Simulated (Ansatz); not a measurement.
# How SnSe absorbs and reflects light

Wanted: where SnSe starts to absorb, how strongly, and its refractive index. The cell comes from an older database entry, whose edges can differ from later determinations, mostly by under a per cent.

Method: DFT, PBE, plane-wave PAW, default files, scalar-relativistic, independent-particle optical response without local fields, in Ansatz 0.2.0.

The database entry behind the starting cell differs from later determinations by our own check (an axis about 0.9 % long against later determinations), so it need not match the best structure at ambient conditions.

## (1) The structure

It takes space group Pnma (No. 62, orthorhombic). Conventional cell: a = 11.420 Å, b = 4.190 Å, c = 4.460 Å, α = 90.00°, β = 90.00°, γ = 90.00°. Nearest to Sn lie 5 Se at 2.69 to 3.32 Å. Se has 5 Sn at 2.69 to 3.32 Å nearest. Farther neighbours and most contacts between anions are not listed.

Coordinates:

```cif
data_structure
_symmetry_space_group_name_H-M 'Pnma'
_symmetry_Int_Tables_number 62
_cell_length_a 11.4200
_cell_length_b 4.1900
_cell_length_c 4.4600
_cell_angle_alpha 90.000
_cell_angle_beta 90.000
_cell_angle_gamma 90.000
_cell_volume 213.41
loop_
_atom_site_label
_atom_site_type_symbol
_atom_site_symmetry_multiplicity
_atom_site_Wyckoff_symbol
_atom_site_fract_x
_atom_site_fract_y
_atom_site_fract_z
_atom_site_occupancy
Sn1 Sn 4 c 0.87700 0.75000 0.90900 1
Se1 Se 4 c 0.64300 0.75000 0.98400 1
```

## (2) Ground state and bands

The self-consistent density comes first; it also tells whether there is a gap, which decides the occupations and the need for a Drude term.

This step: DFT, PBE, plane-wave PAW, default files, scalar-relativistic, ground state (Ansatz 0.2.0).

Input file input.yaml:

```yaml
crystal:
  lattice:
    - [11.42, 0.0, 0.0]
    - [0.0, 4.19, 0.0]
    - [0.0, 0.0, 4.46]
  atoms:
    - { symbol: Sn, position: [0.877, 0.75, 0.909] }
    - { symbol: Sn, position: [0.623, 0.25, 0.409] }
    - { symbol: Sn, position: [0.377, 0.75, 0.591] }
    - { symbol: Sn, position: [0.123, 0.25, 0.091] }
    - { symbol: Se, position: [0.643, 0.75, 0.984] }
    - { symbol: Se, position: [0.857, 0.25, 0.484] }
    - { symbol: Se, position: [0.143, 0.75, 0.516] }
    - { symbol: Se, position: [0.357, 0.25, 0.016] }
kpoints:
  mp_grid: { grid: [2, 5, 5] }
  band_path:
    path:
      - [[0.0, 0.0, 0.0], [0.0, 0.5, 0.0], [0.0, 0.5, 0.5], [0.0, 0.0, 0.5], [0.0, 0.0, 0.0], [0.5, 0.0, 0.0], [0.5, 0.5, 0.0], [0.5, 0.5, 0.5], [0.5, 0.0, 0.5], [0.5, 0.0, 0.0]]
      - [[0.0, 0.0, 0.5], [0.5, 0.0, 0.5]]
      - [[0.5, 0.5, 0.0], [0.0, 0.5, 0.0]]
      - [[0.0, 0.5, 0.5], [0.5, 0.5, 0.5]]
    npoints: 5
scf:
  occupations: { method: fermi_dirac, width: 0.05 }
  n_extra_bands: 12
hamiltonian:
  xc: pbe
  pseudopotentials: { kind: paw }
output:
  forces: true
  stress: true
  populations: true
  write_bands: true
  write_density: true
  write_potential: true
  elf: true
  volumetric_format: npy
```

Run with:

```sh
$ ansatz run input.yaml --threads 4 --pin off --max-ram 8192MiB --backend cpu --events-out ev --progress --plain --runs-dir out
```

Numbers of over 12 decimals in the logs are rounded to 6 here.

Log:

```text
scf.n_extra_bands = 12 over 60 filled bands (N_el = 120.0): the run solves 72 bands
Engine: ansatz 0.2.0, aarch64-unknown-linux-gnu
Pseudopotentials: kind: paw
Pseudopotential: Sn, paw, valence charge 14, recommended cutoff 420 eV (normal), Sn.paw.azcp
Pseudopotential: Se, paw, valence charge 16, recommended cutoff 420 eV (normal), Se.paw.azcp
Functional definition: PBE
  parameter kappa = 0.804
  parameter beta = 0.066725
  exchange = pbe_x(kappa = kappa, mu = beta*pi^2/3)
  correlation = pbe_c(beta = beta)
Crystal: 8 atoms, lattice volume = 213.410 Å³
Basis set: ecut = 420 eV, 4163 PW (Γ), exchange–correlation on 160×60×60 points (8 copies of the dense FFT grid, shifted against one another)
Bands: 72, of which v1, the nominal top of the filled ones, is band 60 counted from 1 (59 counted from 0)
Symmetry: 8 space group operations
Space group: Pnma (ITA 62), of the structure as read, at distance tolerance 6.0e-5 Å
k-points: 18 of 50
Non-local potential: Sn, projectors of the file, l = 0: 2, l = 1: 2, l = 2: 2, l = 3: 2
Non-local potential: Se, projectors of the file, l = 0: 2, l = 1: 2, l = 2: 3, l = 3: 1
PAW form: soft (Blöchl's): semilocal exchange-correlation on the pseudo side does not see the compensation charge
PAW one-centre angular grid: Sn, 590 points (default); XC on 64 Gauss nodes
PAW one-centre angular grid: Se, 590 points (default); XC on 64 Gauss nodes
Initial density: superposition of atomic densities (neutral atoms: chi_scale 0, normalization atom), corrected by the library's trained network
Initial wavefunctions: pseudopotential atomic-orbital guess
Functional: x = pbe(κ = 0.804, μ = 0.219515), c = pbe(β = 0.066725)
SCF iter   1: F=—  HF=-45976.536745 eV  |F-HF|=—  |Δ(HF+E_count)|=         —  Δρ=1.30e-3  dr2=4.15e-3  ethr=1.77e-3  ⟨swp⟩=6.8  Hψ=4932  notcnv=0  defer=6
preconditioner: auto → Resta (q_TF=auto, 2.479 Å⁻¹)  ε∞=2.8  [insulator: Δε(μ)=0.871 eV  Ē_g=16.746 eV  σ=0.050 eV  W_gap=1.00  n_scr=56 (ndim 8)  ℏωp=22.7 eV  f_vac=0.001  D(μ)=0.00/eV (n_scr^D=0)  ε∞_Penn≈2.8]
SCF iter   2: F=—  HF=-45976.534171 eV  |F-HF|=—  |Δ(HF+E_count)|=   2.57e-3  Δρ=6.56e-4  dr2=8.14e-4  ethr=3.46e-6  ⟨swp⟩=2.1  Hψ=2589  notcnv=0  defer=27
SCF iter   3: F=—  HF=-45976.534448 eV  |F-HF|=—  |Δ(HF+E_count)|=   2.77e-4  Δρ=2.67e-4  dr2=1.09e-4  ethr=6.78e-7  ⟨swp⟩=2.0  Hψ=1941  notcnv=0  defer=27
SCF iter   4: F=—  HF=-45976.534531 eV  |F-HF|=—  |Δ(HF+E_count)|=   8.25e-5  Δρ=8.68e-5  dr2=1.27e-5  ethr=9.11e-8  ⟨swp⟩=2.0  Hψ=2301  notcnv=0  defer=27
SCF iter   5: F=—  HF=-45976.534626 eV  |F-HF|=—  |Δ(HF+E_count)|=   9.56e-5  Δρ=1.82e-5  dr2=6.77e-7  ethr=1.06e-8  ⟨swp⟩=2.1  Hψ=2255  notcnv=0  defer=27
SCF iter   6: F=-45976.534626 eV  HF=-45976.534626 eV  |F-HF|=8.41e-8  |Δ(HF+E_count)|=   1.87e-8  Δρ=7.22e-6  dr2=9.32e-8  ethr=8.33e-11  ⟨swp⟩=14.1  Hψ=12156  notcnv=0
SCF 1 converged in 6 iterations: F = -45976.534626 eV  dr2 = 9.32e-8
  greatest PAW one-centre occupation: 1.000 electrons in one spin orbital (limit 2), on the Se atom at site 7 (counted from 0), in its partial waves of l = 2
NSCF: frozen V_eff on 64 k-points
SCF converged after 6 iterations
Free energy (F): -45976.534626 eV
Harris-Foulkes:  -45976.534626 eV  (|F-HF|=8.41e-8)
Internal energy: -45976.534599 eV  (E = F + TS)
E sigma→0 (E₀):  -45976.534612 eV
Entropy (-TS):   -0.000028 eV (-0.003 meV/atom)
Fermi energy:    9.374010 eV
--- Per-component energies (eV) ---
  E_band       = -1878.071655
  E_kinetic    = 1217.345366
  E_local      = -13279.344898  (includes V_loc(G=0)·N_el)
  E_nonlocal   = -2513.931638
  E_hartree    = 7002.803743
  E_xc         = -1950.538307
  E_vxc        = -780.066405  (∫ρ·V_xc dr)
  E_paw        = -24179.705718  (= ΣΔE_a)
  E_vpaw       = -527.670949  (= ΣTr[D̂ρ^β])
  E_aug_tail   = -0.002337  (compensation charges beyond the density's cutoff)
  E_ewald      = -12273.160808
  E_smearing   = -0.000028  (= −TS)
  E_closure    = -0.000000  (closes the sum)
  Σ components = -45976.534626   (vs F -45976.534626, Δ=0.00e0)
--- Forces (eV/Å), atoms counted from 1 ---
  atom   1  Sn     0.29946439     0.00000000    -0.02753013
  atom   2  Sn    -0.29946439     0.00000000    -0.02753013
  atom   3  Sn     0.29946439     0.00000000     0.02753013
  atom   4  Sn    -0.29946439     0.00000000     0.02753013
  atom   5  Se    -0.23155338     0.00000000     0.04291634
  atom   6  Se     0.23155338     0.00000000     0.04291634
  atom   7  Se    -0.23155338     0.00000000    -0.04291634
  atom   8  Se     0.23155338     0.00000000    -0.04291634
  max |Σ_I F_I| component: 8.33e-17 eV/Å
--- Stress (GPa, compression-positive) ---
        4.244789       0.000000       0.000000
        0.000000       1.608694       0.000000
        0.000000       0.000000       1.377961
  P = ⅓ Tr σ = 2.4105 GPa (24.105 kbar)
--- Band table (eV; the first three rows and the last of 18) ---
  k-point 0: bands = [... 56 lower, 7.4928, 7.8446, 8.2632, 8.4800, 9.8376, 12.0056, 12.0889, 12.1123, ... 8 higher]
  k-point 1: bands = [... 56 lower, 7.6161, 7.9203, 8.4502, 8.4890, 10.0097, 10.8585, 11.4652, 11.5955, ... 8 higher]
  k-point 2: bands = [... 56 lower, 7.9069, 8.3470, 8.8117, 8.9586, 10.0075, 10.1568, 10.5328, 10.8191, ... 8 higher]
  k-point 17: bands = [... 56 lower, 7.3032, 7.3032, 7.6899, 7.6899, 11.5487, 11.5487, 12.0267, 12.0267, ... 8 higher]
--- Löwdin populations: 8 sites ---
  site symbol       q [e]
     0     Sn     13.6403
     1     Sn     13.6403
     2     Sn     13.6403
     3     Sn     13.6403
     4     Se     16.2918
     5     Se     16.2918
     6     Se     16.2918
     7     Se     16.2918
  spilling = 0.002261 (of n_electrons = 120.000000)
```

Wall time 12 s (4 threads of Arm Neoverse V1, shared host); peak memory 0.97 GiB; 46 s of CPU time.

Read-outs, printed or worked out from the files:

| Quantity | Value |
| --- | --- |
| free energy | -45976.5346 eV |
| Fermi energy | 9.374 eV |
| gap by band count | 0.8685 eV |
| electrons | 120 |
| symmetry operations | 8 |
| pressure | 2.410 GPa |
| volume | 213.4 Å³ |
| gap on the path | 0.6876 eV |
| least direct gap on the path | 0.7291 eV |

There is a gap, 0.69 eV on the path, so no carriers' term is needed. The cell is left with a pressure of 2.4 GPa and forces up to 0.30 eV/Å, as it stands unrelaxed at this level.

Electronic bands along the path, in eV, zero at the Fermi level; v1 is the highest filled band, c1 the lowest empty one:

| point | v4 | v3 | v2 | v1 | c1 | c2 | c3 | c4 |
| --- | --- | --- | --- | --- | --- | --- | --- | --- |
| Γ | -1.88 | -1.53 | -1.11 | -0.89 | 0.46 | 2.63 | 2.71 | 2.74 |
| 0.40 of the way | -1.85 | -1.10 | -1.09 | -0.90 | 0.75 | 1.18 | 2.26 | 2.46 |
| X | -1.36 | -1.36 | -1.09 | -1.09 | 0.58 | 0.58 | 1.06 | 1.06 |
| 0.60 of the way | -2.58 | -2.58 | -1.46 | -1.46 | 1.44 | 1.44 | 2.94 | 2.94 |
| S | -2.58 | -2.58 | -1.85 | -1.85 | 2.53 | 2.53 | 2.79 | 2.79 |
| 0.40 of the way | -2.18 | -2.18 | -1.45 | -1.45 | 1.51 | 1.51 | 3.09 | 3.09 |
| Y | -1.11 | -1.11 | -0.65 | -0.65 | 0.93 | 0.93 | 1.25 | 1.25 |
| 0.40 of the way | -1.61 | -1.05 | -1.02 | -0.41 | 0.75 | 0.98 | 1.37 | 1.48 |
| Γ | -1.88 | -1.53 | -1.11 | -0.89 | 0.46 | 2.63 | 2.71 | 2.74 |
| 0.40 of the way | -1.95 | -1.93 | -1.08 | -0.90 | 1.01 | 2.45 | 2.57 | 2.91 |
| Z | -2.17 | -2.17 | -0.96 | -0.96 | 2.31 | 2.31 | 2.50 | 2.50 |
| 0.60 of the way | -1.88 | -1.88 | -0.80 | -0.80 | 0.89 | 0.89 | 1.79 | 1.79 |
| U | -1.35 | -1.35 | -1.35 | -1.35 | 1.07 | 1.07 | 1.07 | 1.07 |
| 0.40 of the way | -1.69 | -1.69 | -1.69 | -1.69 | 1.68 | 1.68 | 1.68 | 1.68 |
| R | -1.87 | -1.87 | -1.87 | -1.87 | 2.29 | 2.29 | 2.29 | 2.29 |
| 0.60 of the way | -1.87 | -1.87 | -1.25 | -1.25 | 2.04 | 2.04 | 2.17 | 2.17 |
| T | -0.88 | -0.88 | -0.62 | -0.62 | 0.92 | 0.92 | 1.26 | 1.26 |
| 0.40 of the way | -1.51 | -1.51 | -0.81 | -0.81 | 1.33 | 1.33 | 1.82 | 1.82 |
| Z | -2.17 | -2.17 | -0.96 | -0.96 | 2.31 | 2.31 | 2.50 | 2.50 |
| jump to Y | -1.11 | -1.11 | -0.65 | -0.65 | 0.93 | 0.93 | 1.25 | 1.25 |
| 0.60 of the way | -0.94 | -0.94 | -0.61 | -0.61 | 0.86 | 0.86 | 1.30 | 1.30 |
| T | -0.88 | -0.88 | -0.62 | -0.62 | 0.92 | 0.92 | 1.26 | 1.26 |
| jump to U | -1.35 | -1.35 | -1.35 | -1.35 | 1.07 | 1.07 | 1.07 | 1.07 |
| 0.60 of the way | -1.41 | -1.41 | -1.15 | -1.15 | 0.69 | 0.69 | 1.15 | 1.15 |
| X | -1.36 | -1.36 | -1.09 | -1.09 | 0.58 | 0.58 | 1.06 | 1.06 |
| jump to S | -2.58 | -2.58 | -1.85 | -1.85 | 2.53 | 2.53 | 2.79 | 2.79 |

Electrostatic potential energy in the ac plane at fractional y = 0.250, with atoms of Sn and Se within 0.2 Å of it. With pseudopotentials it is smooth inside the atoms' cores, unlike the true potential.

Values in eV, 7 rows by 16 columns, each cell a mean:
```
 8 -3 -5  5  2 -6 -6  8 13 13 12 13 13 12 12 12
12 10  9 11 11  5  7 12 12 11 10 12 12  8  9 12
13 13 12 13 13 12 12 12  9 -1 -3  7  4 -7 -6  9
12 11 11 12 13 12 12 12  3  5  9 -2 -2 -1 -4  5
10  2  0  8 12 11 11 12  3  4  8 -2  4 -7 -4  9
 4  0  4 -1  6 -5 -2 10  9 -1 -3  7 11  9 10 12
 2  7 12 -3 -2 -1 -5  6 12 11 10 12 13 12 12 12
```
Atoms in or near the plane, at fractional coordinates: Sn at (0.62, 0.41), Sn at (0.12, 0.09), Se at (0.86, 0.48), Se at (0.36, 0.02).

ELF in the ac plane at fractional y = 0.250, with atoms of Sn and Se within 0.2 Å of it. It is the smooth field of the valence electrons, not physical close to the nuclei.

Ten even steps from '0' (0.00) to '9' (0.82), each cell a mean:
```
56433334897469961000000000000001
36554333688899740000000001332100
02443211368887410122210125677520
00111000134543101455432257899862
10000000001111014654443478878985
10000000000000026541123489624997
10111110001110026520013489635996
12232211124543124420013479989994
23433322368887413442233357999962
44310233689999831333332124677521
55200034898579961122221001222112
65300134895149971001110000000002
```
Atoms in or near the plane, at fractional coordinates: Sn at (0.62, 0.41), Sn at (0.12, 0.09), Se at (0.86, 0.48), Se at (0.36, 0.02).

(Continued in part 2 of 2.)

[Logs are printed without paths, hosts, clocks, repeated set-up lines and the standing remarks that a program may print on its own settings, such as how far it seeks lower states.]

[Hosts, paths, dates, database ids (printed as entryN), source tags and the programs' standing remarks are cut or masked in the printed files.]
